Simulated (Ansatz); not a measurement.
# Mo(110) film, 5 layers, adrow: surface scattering

How does Mo(110) film, 5 layers, adrow scatter electrons that run along the film?

Method: Ansatz plane-wave DFT, PBE, PAW files; relaxation of the atoms about the surface defect; PAW set soft_1, in the first sound run; inputs show where later runs differ, in Ansatz 0.2.0.

## (1) Set-up

The cell holds 81 atoms: 81 Mo. Its edges and angles: a = 22.126 Å, b = 3.147 Å, c = 35.604 Å, α = 90.0°, β = 90.0°, γ = 90.0°. It derives from Mo. Vacuum lies along a. The structure's axis is c.

## (2) Relaxing about the defect

The neighbours of the defect are let go while the lead's layers stay on their sites, since a lead must repeat to 0.01 Å.

Input file input.yaml:

```yaml
crystal:
  lattice:
    - [22.126325202, 0.0, 0.0]
    - [0.0, 3.147, 0.0]
    - [0.0, 0.0, 35.6042406463]
  atoms:
    - { symbol: Mo, position: [0.203377649, 0.0, 0.0] }
    - { symbol: Mo, position: [0.203377649, 0.5, 0.0625] }
    - { symbol: Mo, position: [0.3039485761, 0.5, 0.0] }
    - { symbol: Mo, position: [0.3039485761, 0.0, 0.0625] }
    - { symbol: Mo, position: [0.4045195033, 0.0, 0.0] }
    - { symbol: Mo, position: [0.4045195033, 0.5, 0.0625] }
    - { symbol: Mo, position: [0.5050904305, 0.5, 0.0] }
    - { symbol: Mo, position: [0.5050904305, 0.0, 0.0625] }
    - { symbol: Mo, position: [0.6056613576, 0.0, 0.0] }
    - { symbol: Mo, position: [0.6056613576, 0.5, 0.0625] }
    - { symbol: Mo, position: [0.203377649, 0.0, 0.125] }
    - { symbol: Mo, position: [0.203377649, 0.5, 0.1875] }
    - { symbol: Mo, position: [0.3039485761, 0.5, 0.125] }
    - { symbol: Mo, position: [0.3039485761, 0.0, 0.1875] }
    - { symbol: Mo, position: [0.4045195033, 0.0, 0.125] }
    - { symbol: Mo, position: [0.4045195033, 0.5, 0.1875] }
    - { symbol: Mo, position: [0.5050904305, 0.5, 0.125] }
    - { symbol: Mo, position: [0.5050904305, 0.0, 0.1875] }
    - { symbol: Mo, position: [0.6056613576, 0.0, 0.125] }
    - { symbol: Mo, position: [0.6056613576, 0.5, 0.1875] }
    - { symbol: Mo, position: [0.203377649, 0.0, 0.25] }
    - { symbol: Mo, position: [0.203377649, 0.5, 0.3125] }
    - { symbol: Mo, position: [0.3039485761, 0.5, 0.25] }
    - { symbol: Mo, position: [0.3039485761, 0.0, 0.3125] }
    - { symbol: Mo, position: [0.4045195033, 0.0, 0.25] }
    - { symbol: Mo, position: [0.4045195033, 0.5, 0.3125] }
    - { symbol: Mo, position: [0.5050904305, 0.5, 0.25] }
    - { symbol: Mo, position: [0.5050904305, 0.0, 0.3125] }
    - { symbol: Mo, position: [0.6056613576, 0.0, 0.25] }
    - { symbol: Mo, position: [0.6056613576, 0.5, 0.3125] }
    - { symbol: Mo, position: [0.203377649, 0.0, 0.375] }
    - { symbol: Mo, position: [0.203377649, 0.5, 0.4375] }
    - { symbol: Mo, position: [0.3039485761, 0.5, 0.375] }
    - { symbol: Mo, position: [0.3039485761, 0.0, 0.4375] }
    - { symbol: Mo, position: [0.4045195033, 0.0, 0.375] }
    - { symbol: Mo, position: [0.4045195033, 0.5, 0.4375] }
    - { symbol: Mo, position: [0.5050904305, 0.5, 0.375] }
    - { symbol: Mo, position: [0.5050904305, 0.0, 0.4375] }
    - { symbol: Mo, position: [0.6056613576, 0.0, 0.375] }
    - { symbol: Mo, position: [0.6056613576, 0.5, 0.4375] }
    - { symbol: Mo, position: [0.203377649, 0.0, 0.5] }
    - { symbol: Mo, position: [0.203377649, 0.5, 0.5625] }
    - { symbol: Mo, position: [0.3039485761, 0.5, 0.5] }
    - { symbol: Mo, position: [0.3039485761, 0.0, 0.5625] }
    - { symbol: Mo, position: [0.4045195033, 0.0, 0.5] }
    - { symbol: Mo, position: [0.4045195033, 0.5, 0.5625] }
    - { symbol: Mo, position: [0.5050904305, 0.5, 0.5] }
    - { symbol: Mo, position: [0.5050904305, 0.0, 0.5625] }
    - { symbol: Mo, position: [0.6056613576, 0.0, 0.5] }
    - { symbol: Mo, position: [0.6056613576, 0.5, 0.5625] }
    - { symbol: Mo, position: [0.203377649, 0.0, 0.625] }
    - { symbol: Mo, position: [0.203377649, 0.5, 0.6875] }
    - { symbol: Mo, position: [0.3039485761, 0.5, 0.625] }
    - { symbol: Mo, position: [0.3039485761, 0.0, 0.6875] }
    - { symbol: Mo, position: [0.4045195033, 0.0, 0.625] }
    - { symbol: Mo, position: [0.4045195033, 0.5, 0.6875] }
    - { symbol: Mo, position: [0.5050904305, 0.5, 0.625] }
    - { symbol: Mo, position: [0.5050904305, 0.0, 0.6875] }
    - { symbol: Mo, position: [0.6056613576, 0.0, 0.625] }
    - { symbol: Mo, position: [0.6056613576, 0.5, 0.6875] }
    - { symbol: Mo, position: [0.203377649, 0.0, 0.75] }
    - { symbol: Mo, position: [0.203377649, 0.5, 0.8125] }
    - { symbol: Mo, position: [0.3039485761, 0.5, 0.75] }
    - { symbol: Mo, position: [0.3039485761, 0.0, 0.8125] }
    - { symbol: Mo, position: [0.4045195033, 0.0, 0.75] }
    - { symbol: Mo, position: [0.4045195033, 0.5, 0.8125] }
    - { symbol: Mo, position: [0.5050904305, 0.5, 0.75] }
    - { symbol: Mo, position: [0.5050904305, 0.0, 0.8125] }
    - { symbol: Mo, position: [0.6056613576, 0.0, 0.75] }
    - { symbol: Mo, position: [0.6056613576, 0.5, 0.8125] }
    - { symbol: Mo, position: [0.203377649, 0.0, 0.875] }
    - { symbol: Mo, position: [0.203377649, 0.5, 0.9375] }
    - { symbol: Mo, position: [0.3039485761, 0.5, 0.875] }
    - { symbol: Mo, position: [0.3039485761, 0.0, 0.9375] }
    - { symbol: Mo, position: [0.4045195033, 0.0, 0.875] }
    - { symbol: Mo, position: [0.4045195033, 0.5, 0.9375] }
    - { symbol: Mo, position: [0.5050904305, 0.5, 0.875] }
    - { symbol: Mo, position: [0.5050904305, 0.0, 0.9375] }
    - { symbol: Mo, position: [0.6056613576, 0.0, 0.875] }
    - { symbol: Mo, position: [0.6056613576, 0.5, 0.9375] }
    - { symbol: Mo, position: [0.7027415193, 0.5, 0.5] }
kpoints:
  mp_grid: { grid: [1, 7, 1] }
hamiltonian:
  xc: pbe
  pseudopotentials: { kind: paw, azcp: { folder: soft_1 } }
scf:
  occupations: { method: fermi_dirac, width: 0.1 }
relax:
  f_tol: 0.03
  max_steps: 40
  constraints:
    - { sites: [0, 1, 2, 3, 4, 5, 6, 7, 8, 9, 10, 11, 12, 13, 14, 15, 16, 17, 18, 19, 20, 21, 22, 23, 24, 25, 26, 27, 28, 29, 30, 31, 32, 33, 34, 35, 40, 41, 42, 43, 44, 45, 50, 51, 52, 53, 54, 55, 57, 59, 60, 61, 62, 63, 64, 65, 66, 67, 68, 69, 70, 71, 72, 73, 74, 75, 76, 77, 78, 79] }
```

Launch:

```
$ ansatz run input.yaml --threads 8 --pin off --max-ram 15360MiB --backend cpu --events-out ev --progress --plain --runs-dir out
```

Numbers of over 12 decimals in the logs are rounded to 6 here.

The log of the run:

```text
Engine: ansatz 0.2.0, x86_64-unknown-linux-gnu
Pseudopotentials: kind: paw
Pseudopotential: Mo, paw, valence charge 14, recommended cutoff 420 eV (normal), soft_1/Mo.paw.azcp
Functional definition: PBE
  parameter kappa = 0.804
  parameter beta = 0.066725
  exchange = pbe_x(kappa = kappa, mu = beta*pi^2/3)
  correlation = pbe_c(beta = beta)
Crystal: 81 atoms, lattice volume = 2479.178 Å³
Basis set: ecut = 420 eV, 48537 PW (Γ), exchange–correlation on 300×48×480 points (8 copies of the dense FFT grid, shifted against one another)
Bands: 681, of which v1, the nominal top of the filled ones, is band 567 counted from 1 (566 counted from 0)
Symmetry: 4 space group operations
Space group: Pmm2 (ITA 25), of the structure as read, at distance tolerance 1.4e-4 Å
k-points: 4 of 7
Non-local potential: Mo, projectors of the file, l = 0: 3, l = 1: 2, l = 2: 2, l = 3: 1
PAW form: soft (Blöchl's): semilocal exchange-correlation on the pseudo side does not see the compensation charge
PAW one-centre angular grid: Mo, 590 points (default); XC on 64 Gauss nodes
Initial density: superposition of atomic densities (neutral atoms: chi_scale 0, normalization atom)
Initial wavefunctions: pseudopotential atomic-orbital guess
Functional: x = pbe(κ = 0.804, μ = 0.219515), c = pbe(β = 0.066725)
SCF iter   1: F=—  HF=-401462.253155 eV  |F-HF|=—  |Δ(HF+E_count)|=         —  Δρ=7.62e-2  dr2=5.18e2  ethr=3.10e-3  ⟨swp⟩=10.0  Hψ=12815  notcnv=0
preconditioner: auto → LDOS  [metal: Δε(μ)=0.016 eV  Ē_g=4.347 eV  σ=0.100 eV  W_gap=0.04  n_scr=572 (ndim 8)  ℏωp=16.4 eV  f_vac=0.414  D(μ)=82.45/eV (n_scr^D=628)  β→1.0]
SCF iter   2: F=—  HF=-401422.609039 eV  |F-HF|=—  |Δ(HF+E_count)|=    3.96e1  Δρ=5.43e-2  dr2=2.85e2  ethr=3.10e-3  ⟨swp⟩=4.8  Hψ=7735  notcnv=0
SCF iter   3: F=—  HF=-401400.731990 eV  |F-HF|=—  |Δ(HF+E_count)|=    2.19e1  Δρ=1.36e-2  dr2=2.17e1  ethr=3.10e-3  ⟨swp⟩=4.0  Hψ=6607  notcnv=0
SCF iter   4: F=—  HF=-401399.843695 eV  |F-HF|=—  |Δ(HF+E_count)|=   8.88e-1  Δρ=4.11e-3  dr2=8.24e-1  ethr=1.91e-3  ⟨swp⟩=5.0  Hψ=6613  notcnv=0
SCF iter   5: F=—  HF=-401399.714124 eV  |F-HF|=—  |Δ(HF+E_count)|=   1.30e-1  Δρ=1.29e-3  dr2=1.42e-1  ethr=7.26e-5  ⟨swp⟩=3.5  Hψ=5754  notcnv=0
SCF iter   6: F=—  HF=-401399.721302 eV  |F-HF|=—  |Δ(HF+E_count)|=   7.18e-3  Δρ=6.90e-4  dr2=5.08e-2  ethr=1.25e-5  ⟨swp⟩=2.2  Hψ=4930  notcnv=0
SCF iter   7: F=—  HF=-401399.721467 eV  |F-HF|=—  |Δ(HF+E_count)|=   1.64e-4  Δρ=3.11e-4  dr2=1.04e-2  ethr=4.48e-6  ⟨swp⟩=2.0  Hψ=4715  notcnv=0
SCF iter   8: F=—  HF=-401399.722898 eV  |F-HF|=—  |Δ(HF+E_count)|=   1.43e-3  Δρ=7.99e-5  dr2=4.63e-4  ethr=9.13e-7  ⟨swp⟩=2.5  Hψ=3646  notcnv=0
SCF iter   9: F=—  HF=-401399.722946 eV  |F-HF|=—  |Δ(HF+E_count)|=   4.76e-5  Δρ=2.78e-5  dr2=4.71e-5  ethr=4.08e-8  ⟨swp⟩=3.0  Hψ=4676  notcnv=0
SCF iter  10: F=-401399.722948 eV  HF=-401399.722950 eV  |F-HF|=2.57e-6  |Δ(HF+E_count)|=   4.25e-6  Δρ=1.00e-5  dr2=7.12e-6  ethr=1.98e-9  ⟨swp⟩=4.8  Hψ=8267  notcnv=0
SCF 1 converged in 10 iterations: F = -401399.722948 eV  dr2 = 7.12e-6
  greatest PAW one-centre occupation: 0.999 electrons in one spin orbital (limit 2), on the Mo atom at site 48 (counted from 0), in its partial waves of l = 0
relax step   1: F+E_penalty+E_count = -401399.72294774 eV  Δ(F+E_penalty+E_count) = +0.000e0 eV  max|allowed force component| = 3.000e0 eV/Å  Δτ_max = 0.0000 Å  (10 SCF iters, dr2 threshold 2.25e-5 eV, accepted)
Initial density: handed on by an earlier stage of this run
Initial wavefunctions: those handed on with the density
iter 1 solved again at ethr=9.54e-5 eV; its pass at ethr=3.10e-3 eV (dr2=1.08e0 eV) is discarded
SCF iter   1: F=—  HF=-401400.369459 eV  |F-HF|=—  |Δ(HF+E_count)|=         —  Δρ=4.31e-3  dr2=1.19e0  ethr=9.54e-5  ⟨swp⟩=2.0  Hψ=8889  notcnv=0
preconditioner: auto → LDOS  [metal: Δε(μ)=0.009 eV  Ē_g=3.846 eV  σ=0.100 eV  W_gap=0.02  n_scr=572 (ndim 8)  ℏωp=16.4 eV  f_vac=0.419  D(μ)=77.18/eV (n_scr^D=568)  β→1.0]
SCF iter   2: F=—  HF=-401400.348170 eV  |F-HF|=—  |Δ(HF+E_count)|=   2.13e-2  Δρ=2.46e-3  dr2=3.90e-1  ethr=9.54e-5  ⟨swp⟩=5.0  Hψ=5439  notcnv=0
SCF iter   3: F=—  HF=-401400.311879 eV  |F-HF|=—  |Δ(HF+E_count)|=   3.63e-2  Δρ=8.78e-4  dr2=5.14e-2  ethr=3.44e-5  ⟨swp⟩=2.2  Hψ=5613  notcnv=0
SCF iter   4: F=—  HF=-401400.308955 eV  |F-HF|=—  |Δ(HF+E_count)|=   2.92e-3  Δρ=1.31e-4  dr2=8.19e-4  ethr=4.53e-6  ⟨swp⟩=3.0  Hψ=4845  notcnv=0
SCF iter   5: F=—  HF=-401400.309018 eV  |F-HF|=—  |Δ(HF+E_count)|=   6.32e-5  Δρ=5.07e-5  dr2=1.74e-4  ethr=7.23e-8  ⟨swp⟩=3.0  Hψ=5546  notcnv=0
SCF iter   6: F=-401400.309042 eV  HF=-401400.309050 eV  |F-HF|=7.56e-6  |Δ(HF+E_count)|=   3.13e-5  Δρ=1.98e-5  dr2=1.67e-5  ethr=8.82e-9  ⟨swp⟩=3.0  Hψ=9963  notcnv=0
SCF 2 converged in 6 iterations: F = -401400.309042 eV  dr2 = 1.67e-5
relax step   2: F+E_penalty+E_count = -401400.30904204 eV  Δ(F+E_penalty+E_count) = -5.861e-1 eV  max|allowed force component| = 9.596e-1 eV/Å  Δτ_max = 0.1948 Å  (6 SCF iters, dr2 threshold 1.00e-4 eV, accepted)
SCF iter   1: F=—  HF=-401400.556842 eV  |F-HF|=—  |Δ(HF+E_count)|=         —  Δρ=6.35e-3  dr2=2.67e0  ethr=1.45e-3  ⟨swp⟩=5.8  Hψ=5269  notcnv=0
preconditioner: auto → LDOS  [metal: Δε(μ)=0.012 eV  Ē_g=3.854 eV  σ=0.100 eV  W_gap=0.03  n_scr=572 (ndim 8)  ℏωp=16.4 eV  f_vac=0.420  D(μ)=76.91/eV (n_scr^D=568)  β→1.0]
SCF iter   2: F=—  HF=-401400.468183 eV  |F-HF|=—  |Δ(HF+E_count)|=   8.87e-2  Δρ=3.56e-3  dr2=8.33e-1  ethr=2.35e-4  ⟨swp⟩=2.8  Hψ=5057  notcnv=0
SCF iter   3: F=—  HF=-401400.404295 eV  |F-HF|=—  |Δ(HF+E_count)|=   6.39e-2  Δρ=1.56e-3  dr2=1.59e-1  ethr=7.35e-5  ⟨swp⟩=3.0  Hψ=5832  notcnv=0
SCF iter   4: F=—  HF=-401400.389545 eV  |F-HF|=—  |Δ(HF+E_count)|=   1.48e-2  Δρ=2.80e-4  dr2=3.78e-3  ethr=1.40e-5  ⟨swp⟩=3.0  Hψ=4548  notcnv=0
SCF iter   5: F=—  HF=-401400.390710 eV  |F-HF|=—  |Δ(HF+E_count)|=   1.17e-3  Δρ=6.87e-5  dr2=2.50e-4  ethr=3.33e-7  ⟨swp⟩=2.8  Hψ=5251  notcnv=0
SCF iter   6: F=-401400.390748 eV  HF=-401400.390764 eV  |F-HF|=1.62e-5  |Δ(HF+E_count)|=   5.39e-5  Δρ=2.36e-5  dr2=3.11e-5  ethr=5.07e-9  ⟨swp⟩=3.2  Hψ=11531  notcnv=0
SCF 3 converged in 6 iterations: F = -401400.390748 eV  dr2 = 3.11e-5
relax step   3: F+E_penalty+E_count = -401400.39074809 eV  Δ(F+E_penalty+E_count) = -8.171e-2 eV  max|allowed force component| = 3.888e-1 eV/Å  Δτ_max = 0.1982 Å  (6 SCF iters, dr2 threshold 5.75e-5 eV, accepted)
[...]
relax step   4: F+E_penalty+E_count = -401400.41265727 eV  Δ(F+E_penalty+E_count) = -2.191e-2 eV  max|allowed force component| = 5.974e-2 eV/Å  Δτ_max = 0.0278 Å  (5 SCF iters, dr2 threshold 1.55e-5 eV, accepted)
[...]
SCF iter   5: F=—  HF=-401400.413211 eV  |F-HF|=—  |Δ(HF+E_count)|=   1.63e-3  Δρ=2.95e-6  dr2=5.28e-7  ethr=5.92e-10  ⟨swp⟩=2.5  Hψ=5284  notcnv=0
SCF iter   6: F=-401400.413211 eV  HF=-401400.413211 eV  |F-HF|=2.32e-8  |Δ(HF+E_count)|=   8.03e-9  Δρ=1.05e-6  dr2=5.80e-8  ethr=8.82e-12  ⟨swp⟩=5.2  Hψ=9349  notcnv=0
SCF 5 converged in 6 iterations: F = -401400.413211 eV  dr2 = 5.80e-8
relax step   5: F+E_penalty+E_count = -401400.41321063 eV  Δ(F+E_penalty+E_count) = -5.534e-4 eV  max|allowed force component| = 2.307e-2 eV/Å  Δτ_max = 0.0043 Å  (6 SCF iters, accepted)
SCF converged after 6 iterations
Free energy (F): -401400.413211 eV
Harris-Foulkes:  -401400.413211 eV  (|F-HF|=2.32e-8)
Internal energy: -401397.911364 eV  (E = F + TS)
E sigma→0 (E₀):  -401399.162287 eV
Entropy (-TS):   -2.501847 eV (-30.887 meV/atom)
Fermi energy:    8.635675 eV
--- Per-component energies (eV) ---
  E_band       = -18459.385179
  E_kinetic    = 34115.552935
  E_local      = -1004439.918771  (includes V_loc(G=0)·N_el)
  E_nonlocal   = 12041.137365
  E_hartree    = 485248.860276
  E_xc         = -14219.965957
  E_vxc        = -17721.833980  (∫ρ·V_xc dr)
  E_paw        = -260164.609796  (= ΣΔE_a)
  E_vpaw       = -12952.037857  (= ΣTr[D̂ρ^β])
  E_aug_tail   = 0.003985  (compensation charges beyond the density's cutoff)
  E_ewald      = 346021.028599
  E_smearing   = -2.501847  (= −TS)
  E_closure    = 0.000000  (closes the sum)
  Σ components = -401400.413211   (vs F -401400.413211, Δ=0.00e0)
--- Forces (eV/Å), atoms counted from 1 ---
  atom   1  Mo     0.49086759     0.00000000    -0.00000000
  atom   2  Mo     0.49476812     0.00000000     0.00215815
  atom   3  Mo    -0.63983254     0.00000000     0.00000000
  atom   4  Mo    -0.64373036     0.00000000     0.00048537
  atom   5  Mo    -0.00408308     0.00000000     0.00000000
  atom   6  Mo     0.00214560     0.00000000    -0.00004757
  atom   7  Mo     0.63281982     0.00000000    -0.00000000
  atom   8  Mo     0.63732416     0.00000000     0.00623691
  atom   9  Mo    -0.49153333     0.00000000     0.00000000
  atom  10  Mo    -0.48432508    -0.00000000     0.00093433
  atom  11  Mo     0.49105319     0.00000000    -0.00448210
  atom  12  Mo     0.49574132     0.00000000     0.00572876
  atom  13  Mo    -0.63860955     0.00000000     0.00045792
  atom  14  Mo    -0.63571692     0.00000000     0.00382567
  atom  15  Mo     0.00212417     0.00000000    -0.00230821
  atom  16  Mo    -0.00231549     0.00000000     0.00091192
  atom  17  Mo     0.64368417     0.00000000     0.00734943
  atom  18  Mo     0.64845776    -0.00000000    -0.02443220
  atom  19  Mo    -0.49272370     0.00000000    -0.02879758
  atom  20  Mo    -0.50148550     0.00000000     0.00312954
  atom  21  Mo     0.48593452     0.00000000    -0.00219247
  atom  22  Mo     0.49692147    -0.00000000     0.00259487
  atom  23  Mo    -0.63972316     0.00000000     0.00257487
  atom  24  Mo    -0.63803073     0.00000000    -0.00855366
  atom  25  Mo    -0.00073530     0.00000000    -0.00479379
  atom  26  Mo     0.03616291     0.00000000     0.06595276
  atom  27  Mo     0.63046695     0.00000000     0.01268817
  atom  28  Mo     0.50851567     0.00000000    -0.10533532
  atom  29  Mo    -0.53456585     0.00000000    -0.02200121
  atom  30  Mo    -0.36306055     0.00000000    -0.13236803
  atom  31  Mo     0.50105896     0.00000000     0.01437881
  atom  32  Mo     0.42973823     0.00000000    -0.01871050
  atom  33  Mo    -0.63362614     0.00000000    -0.01298847
  atom  34  Mo    -0.53939911     0.00000000     0.03585449
  atom  35  Mo     0.14907731     0.00000000     0.04082791
  atom  36  Mo     0.18478785     0.00000000    -0.17182656
  atom  37  Mo    -0.01062893     0.00000000    -0.00079118
  atom  38  Mo     0.01066635     0.00000000     0.00419288
  atom  39  Mo     0.00813335     0.00000000    -0.00410282
  atom  40  Mo    -0.00881487     0.00000000    -0.01123790
[...]
atom  70  Mo    -0.50148550     0.00000000    -0.00312954
  atom  71  Mo     0.49105319     0.00000000     0.00448210
  atom  72  Mo     0.49476812     0.00000000    -0.00215815
  atom  73  Mo    -0.63860955     0.00000000    -0.00045792
  atom  74  Mo    -0.64373036     0.00000000    -0.00048537
  atom  75  Mo     0.00212417     0.00000000     0.00230821
  atom  76  Mo     0.00214560     0.00000000     0.00004757
  atom  77  Mo     0.64368417     0.00000000    -0.00734943
  atom  78  Mo     0.63732416     0.00000000    -0.00623691
  atom  79  Mo    -0.49272370     0.00000000     0.02879758
  atom  80  Mo    -0.48432508    -0.00000000    -0.00093433
  atom  81  Mo    -0.02180980     0.00000000     0.00000000
  max |Σ_I F_I| component: 3.39e-5 eV/Å
--- Relaxed structure (5 steps of the walk, 5 accepted, 0 SCFs on fresh bases) ---
  F+E_penalty+E_count = -401400.41321063 eV   max|allowed force component| = 2.307e-2 eV/Å
  atoms:
    - { symbol: Mo, position: [0.203377649, 0.0, 0.0] }
    - { symbol: Mo, position: [0.203377649, 0.5, 0.062500] }
    - { symbol: Mo, position: [0.3039485761, 0.5, 0.0] }
    - { symbol: Mo, position: [0.3039485761, 0.0, 0.062500] }
    - { symbol: Mo, position: [0.404520, 0.0, 0.0] }
    - { symbol: Mo, position: [0.404520, 0.5, 0.062500] }
    - { symbol: Mo, position: [0.5050904305, 0.5, 0.0] }
    - { symbol: Mo, position: [0.5050904305, 0.0, 0.062500] }
    - { symbol: Mo, position: [0.6056613576, 0.0, 0.0] }
    - { symbol: Mo, position: [0.6056613576, 0.5, 0.062500] }
    - { symbol: Mo, position: [0.203377649, 0.0, 0.125000] }
    - { symbol: Mo, position: [0.203377649, 0.5, 0.187500] }
    - { symbol: Mo, position: [0.3039485761, 0.5, 0.125000] }
    - { symbol: Mo, position: [0.3039485761, 0.0, 0.187500] }
    - { symbol: Mo, position: [0.404520, 0.0, 0.125000] }
    - { symbol: Mo, position: [0.404520, 0.5, 0.187500] }
    - { symbol: Mo, position: [0.5050904305, 0.5, 0.125000] }
    - { symbol: Mo, position: [0.5050904305, 0.0, 0.187500] }
    - { symbol: Mo, position: [0.6056613576, 0.0, 0.125000] }
    - { symbol: Mo, position: [0.6056613576, 0.5, 0.187500] }
    - { symbol: Mo, position: [0.203377649, 0.0, 0.250000] }
    - { symbol: Mo, position: [0.203377649, 0.5, 0.312500] }
    - { symbol: Mo, position: [0.3039485761, 0.5, 0.250000] }
    - { symbol: Mo, position: [0.3039485761, 0.0, 0.312500] }
    - { symbol: Mo, position: [0.404520, 0.0, 0.250000] }
    - { symbol: Mo, position: [0.404520, 0.5, 0.312500] }
    - { symbol: Mo, position: [0.5050904305, 0.5, 0.250000] }
    - { symbol: Mo, position: [0.5050904305, 0.0, 0.312500] }
    - { symbol: Mo, position: [0.6056613576, 0.0, 0.250000] }
    - { symbol: Mo, position: [0.6056613576, 0.5, 0.312500] }
    - { symbol: Mo, position: [0.203377649, 0.0, 0.375000] }
    - { symbol: Mo, position: [0.203377649, 0.5, 0.437500] }
    - { symbol: Mo, position: [0.3039485761, 0.5, 0.375000] }
    - { symbol: Mo, position: [0.3039485761, 0.0, 0.437500] }
    - { symbol: Mo, position: [0.404520, 0.0, 0.375000] }
    - { symbol: Mo, position: [0.404520, 0.5, 0.437500] }
    - { symbol: Mo, position: [0.506858, 0.5, 0.374993] }
    - { symbol: Mo, position: [0.506754, 0, 0.437260] }
    - { symbol: Mo, position: [0.604180, 0.0, 0.373901] }
    - { symbol: Mo, position: [0.608120, 0.5, 0.436416] }
[...]
- { symbol: Mo, position: [0.6056613576, 0.5, 0.812500] }
    - { symbol: Mo, position: [0.203377649, 0.0, 0.875000] }
    - { symbol: Mo, position: [0.203377649, 0.5, 0.937500] }
    - { symbol: Mo, position: [0.3039485761, 0.5, 0.875000] }
    - { symbol: Mo, position: [0.3039485761, 0.0, 0.937500] }
    - { symbol: Mo, position: [0.404520, 0.0, 0.875000] }
    - { symbol: Mo, position: [0.404520, 0.5, 0.937500] }
    - { symbol: Mo, position: [0.5050904305, 0.5, 0.875000] }
    - { symbol: Mo, position: [0.5050904305, 0.0, 0.937500] }
    - { symbol: Mo, position: [0.6056613576, 0.0, 0.875000] }
    - { symbol: Mo, position: [0.6056613576, 0.5, 0.937500] }
    - { symbol: Mo, position: [0.686194, 0.5, 0.500000] }
```

Run time: 14 min. Hardware: 8 threads of Intel Xeon at 2.70GHz, shared host; peak memory 8.9 GiB.

Step by step:

```tsv
step	energy less that of the first step (eV)	largest force component (eV/Å)
1	0.0000	2.9997
2	-0.5861	0.9596
3	-0.6678	0.3888
4	-0.6897	0.0597
5	-0.6903	0.0231
```

The run keeps the 4 symmetry operations that it works with, so distortions that break them were not tested.

The atoms that moved most (Å):

```tsv
atom	dx	dy	dz	length
Mo81	-0.366	0.000	0.000	0.366
Mo50	0.054	0.000	0.039	0.067
Mo40	0.054	0.000	-0.039	0.067
Mo59	-0.033	0.000	0.039	0.051
Mo39	-0.033	0.000	-0.039	0.051
Mo49	-0.049	0.000	0.000	0.049
Mo57	0.039	0.000	0.000	0.039
Mo37	0.039	0.000	0.000	0.039
```

This step gave:

```
free energy             : -401400.4132 eV
energy at zero smearing : -401399.1623 eV
Fermi energy            : 8.636 eV
```

The largest force component on a free atom ends at 0.023 eV/Å, under the tolerance of 0.03, after 5 steps.

[end of part 1 of 2]

[Logs are printed without paths, hosts, clocks, repeated set-up lines and the standing remarks that a program may print on its own settings, such as how far it seeks lower states.]

[Hosts, paths, dates, database ids (printed as entryN), source tags and the programs' standing remarks are cut or masked in the printed files.]
